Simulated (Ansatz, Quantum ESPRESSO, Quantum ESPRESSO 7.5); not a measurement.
# Conductance against width: vacuum gaps between two Nb(110) faces

Aim: how the conductance falls as the barrier grows, for vacuum gaps between two Nb(110) faces.

Method: plane-wave DFT, PBE, GBRV ultrasoft pseudopotentials (cross-check by Ansatz 0.2.0 with PAW datasets), in Quantum ESPRESSO 7.5.

## Step 1: Set-up

The cell holds 16 atoms: 16 Nb. Its edges and angles: a = 3.320 Å, b = 2.875 Å, c = 39.214 Å, α = 90.0°, β = 90.0°, γ = 54.7°. It derives from Nb. Regions: left lead, 8 atoms (8 Nb); right lead, 8 atoms (8 Nb). The structure is stacked along c, and the current runs across the ab planes.

As a file:

```cif
data_structure
_symmetry_space_group_name_H-M 'P 1'
_symmetry_Int_Tables_number 1
_cell_length_a 3.3200
_cell_length_b 2.8752
_cell_length_c 39.2139
_cell_angle_alpha 90.000
_cell_angle_beta 90.000
_cell_angle_gamma 54.736
_cell_volume 305.63
loop_
_atom_site_label
_atom_site_type_symbol
_atom_site_fract_x
_atom_site_fract_y
_atom_site_fract_z
_atom_site_occupancy
Nb1 Nb 0.00000 0.00000 0.00000 1
Nb2 Nb 0.50000 0.00000 0.05987 1
Nb3 Nb 0.00000 0.00000 0.11973 1
Nb4 Nb 0.50000 0.00000 0.17960 1
Nb5 Nb 0.00000 0.00000 0.23947 1
Nb6 Nb 0.50000 0.00000 0.29933 1
Nb7 Nb 0.00000 0.00000 0.35920 1
Nb8 Nb 0.50000 0.00000 0.41906 1
Nb9 Nb 0.00000 0.00000 0.52107 1
Nb10 Nb 0.50000 0.00000 0.58094 1
Nb11 Nb 0.00000 0.00000 0.64080 1
Nb12 Nb 0.50000 0.00000 0.70067 1
Nb13 Nb 0.00000 0.00000 0.76053 1
Nb14 Nb 0.50000 0.00000 0.82040 1
Nb15 Nb 0.00000 0.00000 0.88027 1
Nb16 Nb 0.50000 0.00000 0.94013 1
```

## Step 2: Self-consistent run, 4 Å

One periodic cell holds a stretch of lead, the junction and more lead; the atoms stay as built.

Input file j0.scf.in:

```
&control
  prefix = 'j0.scf'
  outdir = './out'
  pseudo_dir = './pseudo'
  calculation = 'scf'
  tprnfor = .true.
/
&system
  ibrav = 0
  nat = 16
  ntyp = 1
  ecutwfc = 40
  ecutrho = 200
  occupations = 'smearing'
  smearing = 'mv'
  degauss = 0.01
/
&electrons
  conv_thr = 1e-07
  mixing_beta = 0.25
  electron_maxstep = 120
  mixing_mode = 'local-TF'
/
ATOMIC_SPECIES
  Nb  92.9064  nb_pbe_v1.uspp.F.UPF
CELL_PARAMETERS angstrom
  3.32000000000000 0.00000000000000 0.00000000000000
  1.66000000000000 2.34759451353934 0.00000000000000
  0.00000000000000 0.00000000000000 39.21391770309007
ATOMIC_POSITIONS crystal
  Nb  0.000000000000 0.000000000000 0.000000000000
  Nb  0.500000000000 0.000000000000 0.059866359983
  Nb  0.000000000000 0.000000000000 0.119732719965
  Nb  0.500000000000 0.000000000000 0.179599079948
  Nb  0.000000000000 0.000000000000 0.239465439930
  Nb  0.500000000000 0.000000000000 0.299331799913
  Nb  0.000000000000 0.000000000000 0.359198159895
  Nb  0.500000000000 0.000000000000 0.419064519878
  Nb  0.000000000000 0.000000000000 0.521069120140
  Nb  0.500000000000 0.000000000000 0.580935480122
  Nb  0.000000000000 0.000000000000 0.640801840105
  Nb  0.500000000000 0.000000000000 0.700668200087
  Nb  0.000000000000 0.000000000000 0.760534560070
  Nb  0.500000000000 0.000000000000 0.820400920052
  Nb  0.000000000000 0.000000000000 0.880267280035
  Nb  0.500000000000 0.000000000000 0.940133640017
K_POINTS automatic
  9 10 1 0 0 0
```

Command:

```console
$ OMP_NUM_THREADS=1 mpirun -n 4 pw.x -nk 4 -in j0.scf.in > j0.scf.out
```

The log of the run:

```text
Program PWSCF v.7.5 starts
[citation notice left out]

     Parallel version (MPI & OpenMP), running on       4 processor cores
     Number of MPI processes:                 4
     Threads/MPI process:                     1

     MPI processes distributed on     1 nodes
[...]
Current dimensions of program PWSCF are:
     Max number of different atomic species (ntypx) = 10
     Max number of k-points (npk) =  40000
     Max angular momentum in pseudopotentials (lmaxx) =  4
     Message from routine setup:
     using ibrav=0 with symmetry is DISCOURAGED, use correct ibrav instead

     K-points division:     npool     =       4
     Subspace diagonalization in iterative solution of the eigenvalue problem:
     a serial algorithm will be used

     G-vector sticks info
     --------------------
     sticks:   dense  smooth     PW     G-vecs:    dense   smooth      PW
     Sum         449     345    129                98545    70219   14515

     Using Slab Decomposition

     bravais-lattice index     =            0
     lattice parameter (alat)  =       6.2739  a.u.
     unit-cell volume          =    2062.5192 (a.u.)^3
     number of atoms/cell      =           16
     number of atomic types    =            1
     number of electrons       =       208.00
     number of Kohn-Sham states=          125
     kinetic-energy cutoff     =      40.0000  Ry
     charge density cutoff     =     200.0000  Ry
     scf convergence threshold =      1.0E-07
     mixing beta               =       0.2500
     number of iterations used =            8  local-TF  mixing
     Exchange-correlation= SLA  PW   PBE  PBE
                           (   1   4   3   4   0   0   0)

     celldm(1)=   6.273891  celldm(2)=   0.000000  celldm(3)=   0.000000
     celldm(4)=   0.000000  celldm(5)=   0.000000  celldm(6)=   0.000000

     crystal axes: (cart. coord. in units of alat)
               a(1) = (   1.000000   0.000000   0.000000 )
               a(2) = (   0.500000   0.707107   0.000000 )
               a(3) = (   0.000000   0.000000  11.811421 )

     reciprocal axes: (cart. coord. in units 2 pi/alat)
               b(1) = (  1.000000 -0.707107  0.000000 )
               b(2) = (  0.000000  1.414214  0.000000 )
               b(3) = (  0.000000  0.000000  0.084664 )

     PseudoPot. # 1 for Nb read from file:
     ./pseudo/nb_pbe_v1.uspp.F.UPF
     Pseudo is Ultrasoft + core correction, Zval = 13.0
     Generated by new atomic code, or converted to UPF format
     Using radial grid of  887 points,  6 beta functions with:
                l(1) =   0
                l(2) =   0
                l(3) =   1
                l(4) =   1
                l(5) =   2
                l(6) =   2
     Q(r) pseudized with  6 coefficients,  rinner =    1.000   1.000   1.000
                                                       1.000   1.000

     atomic species   valence    mass     pseudopotential
     Nb               13.00    92.90640     Nb( 1.00)

      4 Sym. Ops. (no inversion) found

   Cartesian axes

     site n.     atom                  positions (alat units)
         1        Nb     tau(   1) = (   0.0000000   0.0000000   0.0000000  )
         2        Nb     tau(   2) = (   0.5000000   0.0000000   0.7071068  )
         3        Nb     tau(   3) = (   0.0000000   0.0000000   1.4142136  )
         4        Nb     tau(   4) = (   0.5000000   0.0000000   2.1213203  )
         5        Nb     tau(   5) = (   0.0000000   0.0000000   2.8284271  )
         6        Nb     tau(   6) = (   0.5000000   0.0000000   3.5355339  )
         7        Nb     tau(   7) = (   0.0000000   0.0000000   4.2426407  )
         8        Nb     tau(   8) = (   0.5000000   0.0000000   4.9497475  )
         9        Nb     tau(   9) = (   0.0000000   0.0000000   6.1545667  )
        10        Nb     tau(  10) = (   0.5000000   0.0000000   6.8616735  )
        11        Nb     tau(  11) = (   0.0000000   0.0000000   7.5687803  )
        12        Nb     tau(  12) = (   0.5000000   0.0000000   8.2758871  )
        13        Nb     tau(  13) = (   0.0000000   0.0000000   8.9829939  )
        14        Nb     tau(  14) = (   0.5000000   0.0000000   9.6901007  )
        15        Nb     tau(  15) = (   0.0000000   0.0000000  10.3972074  )
        16        Nb     tau(  16) = (   0.5000000   0.0000000  11.1043142  )

     number of k points=    46  Marzari-Vanderbilt smearing, width (Ry)=  0.0100
                       cart. coord. in units 2pi/alat
        k(    1) = (   0.0000000   0.0000000   0.0000000), wk =   0.0222222
        k(    2) = (   0.0000000   0.1414214   0.0000000), wk =   0.0444444
        k(    3) = (   0.0000000   0.2828427   0.0000000), wk =   0.0444444
        k(    4) = (   0.0000000   0.4242641   0.0000000), wk =   0.0444444
        k(    5) = (   0.0000000   0.5656854   0.0000000), wk =   0.0444444
        k(    6) = (   0.0000000  -0.7071068   0.0000000), wk =   0.0222222
        k(    7) = (   0.1111111  -0.0785674   0.0000000), wk =   0.0444444
        k(    8) = (   0.1111111   0.0628539   0.0000000), wk =   0.0444444
        k(    9) = (   0.1111111   0.2042753   0.0000000), wk =   0.0444444
        k(   10) = (   0.1111111   0.3456966   0.0000000), wk =   0.0444444
[...]
k(   46) = (   0.4444444  -0.4556910   0.0000000), wk =   0.0444444

     Dense  grid:    98545 G-vectors     FFT dimensions: (  30,  25, 360)

     Smooth grid:    70219 G-vectors     FFT dimensions: (  25,  24, 300)

     Estimated max dynamical RAM per process >     421.87 MB

     Estimated total dynamical RAM >       1.58 GB

     Check: negative core charge=   -0.000002

     Initial potential from superposition of free atoms

     starting charge     207.9563, renormalised to     208.0000
     Starting wfcs are  208 randomized atomic wfcs

     total cpu time spent up to now is       21.5 secs

     per-process dynamical memory:   314.3 Mb

     Self-consistent Calculation

     iteration #  1     ecut=    40.00 Ry     beta= 0.25
     Davidson diagonalization with overlap
     ethr =  1.00E-02,  avg # of iterations =  2.0

     total cpu time spent up to now is       58.5 secs

     total energy              =   -1887.12265430 Ry
     estimated scf accuracy    <      31.21266093 Ry

     iteration #  2     ecut=    40.00 Ry     beta= 0.25
[...]
total energy              =   -1886.89847041 Ry
     estimated scf accuracy    <       6.57765240 Ry

     iteration #  3     ecut=    40.00 Ry     beta= 0.25
[...]
-13.0356 -13.0356 -13.0290 -13.0283 -13.0243 -13.0239 -13.0233 -13.0230
   -13.0193 -13.0186 -13.0044 -13.0044 -12.9803 -12.9681 -12.9636 -12.9307
    11.3423  11.4518  11.5792  11.8454  12.0266  12.4273  12.6145  13.0580
    13.1914  13.4703  13.4954  13.4987  13.5444  13.5459  13.6021  13.6168
    15.4477  15.6009  15.6308  15.6777  15.7574  15.8546  15.9838  16.1242
    16.2872  16.4529  16.5651  16.5652  16.6336  16.6661  16.7321  16.7994
    16.8468  16.8807  16.9554  16.9600  16.9601  17.0261  17.0416  17.0680
    17.0822  17.1028  17.1098  17.1130  17.2297  17.2655  17.2926  17.3627
    17.5151  17.5366  17.5480  17.6010  17.8363  18.1881  18.2839  18.3919
    18.4527  18.5449  18.5701  18.5834  18.6025

          k = 0.0000 0.2828 0.0000 (  8909 PWs)   bands (ev):

   -37.8721 -37.8717 -37.4993 -37.4962 -37.4904 -37.4783 -37.4594 -37.4404
   -37.4173 -37.3962 -37.3752 -37.3515 -37.3319 -37.3128 -37.2999 -37.2940
   -14.1848 -14.1793 -14.0564 -14.0114 -13.9491 -13.8741 -13.7889 -13.7407
   -13.7400 -13.7289 -13.7240 -13.6860 -13.5930 -13.5063 -13.4964 -13.4802
   -13.4588 -13.4432 -13.4316 -13.4102 -13.3962 -13.3957 -13.3919 -13.3916
   -13.3568 -13.3506 -13.3502 -13.3115 -13.2670 -13.2651 -13.2633 -13.2602
   -13.2549 -13.2537 -13.2507 -13.2490 -13.2251 -13.2210 -13.1817 -13.1630
   -13.1443 -13.1104 -13.0924 -13.0854 -13.0726 -13.0211 -12.9656 -12.9328
    12.3394  12.4398  12.5593  12.7981  12.9683  13.3173  13.4898  13.8725
    13.9918  14.0607  14.1144  14.1882  14.2649  14.2851  14.3237  14.3565
    15.4262  15.5817  15.5995  15.6776  15.7170  15.7657  15.8021  16.0399
    16.2752  16.3992  16.4857  16.6144  16.7345  16.7692  16.7768  16.7832
    16.8008  16.8229  16.8306  16.8426  16.8525  16.9079  16.9102  16.9536
    16.9831  17.0477  17.0709  17.1921  17.2094  17.2220  17.2725  17.3192
    17.3358  17.5146  17.6289  17.7079  17.7656  17.7807  17.8340  18.0383
    18.1465  18.2718  18.4340  18.4438  18.4757

          k = 0.0000 0.4243 0.0000 (  8823 PWs)   bands (ev):

   -37.8110 -37.8107 -37.4292 -37.4276 -37.4220 -37.4103 -37.3930 -37.3760
   -37.3551 -37.3363 -37.3173 -37.2956 -37.2779 -37.2604 -37.2487 -37.2436
   -14.1120 -14.1099 -14.0387 -14.0344 -13.9350 -13.9008 -13.8786 -13.8778
   -13.8562 -13.8106 -13.7885 -13.7816 -13.7808 -13.7645 -13.7592 -13.7410
   -13.7372 -13.7193 -13.7191 -13.6434 -13.6264 -13.6036 -13.5896 -13.5889
   -13.5747 -13.5371 -13.5275 -13.5261 -13.5196 -13.5192 -13.4962 -13.4885
   -13.4489 -13.4244 -13.4022 -13.3583 -13.3420 -13.3131 -13.2739 -13.2563
   -13.2386 -13.2125 -13.1990 -13.1699 -13.0911 -13.0195 -12.9662 -12.9356
    13.2073  13.3045  13.4288  13.6467  13.8246  13.9637  14.0283  14.0927
    14.1318  14.2452  14.2892  14.4054  14.4165  14.4292  14.4579  14.4632
    14.5225  14.5340  14.5783  14.5883  14.6139  14.8464  14.9162  15.3055
    15.3312  15.7951  15.8031  15.8670  15.9018  16.0536  16.2839  16.2964
    16.3677  16.5541  16.7081  16.7300  16.8715  16.9076  17.2653  17.6902
    17.7200  17.9162  18.0524  18.0672  18.1110  18.2082  18.3759  18.3783
    18.3891  18.5026  18.5404  18.6011  18.6018  18.6240  18.6248  18.7097
    18.8437  18.8775  18.9483  19.0075  19.0307

          k = 0.0000 0.5657 0.0000 (  8751 PWs)   bands (ev):

   -37.7611 -37.7609 -37.3726 -37.3720 -37.3655 -37.3544 -37.3385 -37.3232
   -37.3041 -37.2873 -37.2700 -37.2499 -37.2338 -37.2176 -37.2069 -37.2024
   -14.3312 -14.3300 -14.0948 -14.0834 -14.0671 -14.0461 -14.0203 -14.0081
   -14.0068 -13.9877 -13.9869 -13.9855 -13.9495 -13.9142 -13.8809 -13.8470
   -13.8346 -13.8204 -13.8152 -13.7593 -13.7532 -13.7503 -13.7417 -13.7307
   -13.7179 -13.7134 -13.6877 -13.6616 -13.6487 -13.6064 -13.5910 -13.5575
   -13.5102 -13.5092 -13.4637 -13.4222 -13.4170 -13.3765 -13.3401 -13.3324
   -13.3131 -13.2991 -13.2461 -13.1616 -13.0859 -13.0174 -12.9668 -12.9379
    13.2727  13.3637  13.4227  13.4659  13.4859  13.5184  13.5359  13.6134
    13.6473  13.6845  13.7448  13.8003  13.8549  13.9164  13.9878  14.0867
    14.0881  14.1864  14.2208  14.2996  14.3142  14.3435  14.5327  14.9023
    15.1829  15.3762  15.4806  15.6409  15.6763  15.8870  15.9734  16.1754
    16.5646  16.5724  16.8388  16.9638  17.4801  17.5010  17.6238  17.9645
    18.0252  18.4977  18.5236  18.5785  18.5962  18.6105  18.8888  18.9120
    18.9806  19.1067  19.1997  19.2080  19.5155  19.7410  19.7750  19.8235
    19.9745  20.0692  20.2035  20.5583  20.6104

          k = 0.0000-0.7071 0.0000 (  8634 PWs)   bands (ev):

   -37.7419 -37.7417 -37.3511 -37.3507 -37.3435 -37.3328 -37.3174 -37.3029
   -37.2845 -37.2684 -37.2518 -37.2323 -37.2168 -37.2012 -37.1909 -37.1866
   -14.4305 -14.4291 -14.2096 -14.1959 -14.1761 -14.1507 -14.1184 -14.0824
   -14.0401 -14.0289 -14.0280 -13.9986 -13.9791 -13.9751 -13.9591 -13.9177
   -13.8815 -13.8497 -13.8264 -13.8132 -13.8030 -13.7917 -13.7851 -13.7609
   -13.7581 -13.7303 -13.7103 -13.6907 -13.6518 -13.6479 -13.5984 -13.5799
   -13.5495 -13.5034 -13.4998 -13.4561 -13.4152 -13.4130 -13.3784 -13.3510
   -13.3368 -13.3249 -13.2404 -13.1577 -13.0836 -13.0165 -12.9670 -12.9388
    13.1743  13.1859  13.1941  13.2491  13.2606  13.2790  13.3412  13.3745
    13.4030  13.4771  13.5549  13.6083  13.6252  13.7092  13.8002  13.8257
    13.9023  13.9549  14.0137  14.0731  14.0973  14.1561  14.4556  14.9068
    15.2237  15.2706  15.3299  15.4929  15.7437  15.8340  16.0371  16.2419
    16.4355  16.8437  16.9025  17.3271  17.3775  17.8793  18.0647  18.2994
    18.4513  18.4806  18.5290  18.5467  18.5740  18.7978  19.0675  19.0975
    19.1103  19.1496  19.3230  19.4713  19.5391  19.7667  19.8212  19.9783
    20.1464  20.4173  20.4678  21.0134  21.1347

[...]
the Fermi energy is    16.7972 ev

!    total energy              =   -1886.80260483 Ry
     estimated scf accuracy    <       0.00000003 Ry
     smearing contrib. (-TS)   =       0.00236412 Ry
     internal energy E=F+TS    =   -1886.80496895 Ry

     The total energy is F=E-TS. E is the sum of the following terms:
     one-electron contribution =    -720.14313615 Ry
     hartree contribution      =     462.36411943 Ry
     xc contribution           =    -294.58379521 Ry
     ewald contribution        =   -1334.44215702 Ry

     convergence has been achieved in  15 iterations

     Forces acting on atoms (cartesian axes, Ry/au):

     atom    1 type  1   force =     0.00000000    0.00000000    0.00025205
     atom    2 type  1   force =     0.00000000    0.00000000    0.00015014
     atom    3 type  1   force =     0.00000000    0.00000000    0.00056932
     atom    4 type  1   force =     0.00000000    0.00000000   -0.00014902
     atom    5 type  1   force =     0.00000000    0.00000000   -0.00018217
     atom    6 type  1   force =     0.00000000    0.00000000    0.00303400
     atom    7 type  1   force =     0.00000000    0.00000000    0.00625989
     atom    8 type  1   force =     0.00000000    0.00000000    0.01387068
     atom    9 type  1   force =     0.00000000    0.00000000   -0.01377833
     atom   10 type  1   force =     0.00000000    0.00000000   -0.00642052
     atom   11 type  1   force =     0.00000000    0.00000000   -0.00286910
     atom   12 type  1   force =     0.00000000    0.00000000    0.00000328
     atom   13 type  1   force =     0.00000000    0.00000000    0.00030744
     atom   14 type  1   force =     0.00000000    0.00000000   -0.00069298
     atom   15 type  1   force =     0.00000000    0.00000000   -0.00007273
     atom   16 type  1   force =     0.00000000    0.00000000   -0.00028197

     Total force =     0.021936     Total SCF correction =     0.000718

[...]
=------------------------------------------------------------------------------=
   JOB DONE.
=------------------------------------------------------------------------------=
```

Run time: 9.6 min. Hardware: 4 MPI ranks of Arm Neoverse V1, shared host; peak memory 1.8 GiB.

Read from the output:

| Property | Result |
| --- | --- |
| free energy | -25671.2572 eV |
| Fermi energy | 16.80 eV |

The run needed 15 iterations to bring the estimated error under 1e-07 Ry; the largest force on any atom, held or free, is 0.36 eV/Å.

[end of part 1 of 4]

[Logs are printed without paths, hosts, clocks, repeated set-up lines and the standing remarks that a program may print on its own settings, such as how far it seeks lower states.]

[Hosts, paths, dates, database ids (printed as entryN), source tags and the programs' standing remarks are cut or masked in the printed files.]

[Maps of the electrostatic potential energy from Ansatz leave out the sawtooth potential of an applied field or a dipole correction, so their vacuum need not be flat; planar profiles and work functions include it.]
